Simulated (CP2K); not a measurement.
The O K edge of boroxine was computed by TDDFT (CP2K XAS_TDP, aug-cc-pVDZ, TDA) at these levels: PBE0, PBEh(45%) and PBEh(45%) + GW2X. The first three lines of O2 (bonded to 2 B) with a strength over 0.0015, energy in eV and strength:

```
run           first          second           third
  1  521.35 (0.020)  523.12 (0.004)  524.81 (0.003)
  2  529.83 (0.030)  533.03 (0.003)  534.06 (0.002)
  3  534.86 (0.029)  538.06 (0.003)  539.09 (0.002)
```

Q: Which run is which?

Run 1: PBE0 (25 % exact exchange). Run 2: PBEh(45%) (45 % exact exchange). Run 3: PBEh(45%) + GW2X (45 % exact exchange). Self-interaction lifts the core level, so the uncorrected lines rise with the share of exact exchange. The GW2X run keeps the spacings of its parent: 3.20 eV between the first two lines in run 3, 3.20 eV in run 2. Its shift is +5.03 eV, since the Kohn–Sham level at this share of exchange lies that far above the quasiparticle level.

[Banner, clock and machine lines of the logs are left out without a mark of their own.]

[Logs are printed without paths, hosts, clocks, repeated set-up lines and the standing remarks that a program may print on its own settings, such as how far it seeks lower states.]

[Hosts, paths, dates, database ids (printed as entryN), source tags and the programs' standing remarks are cut or masked in the printed files.]
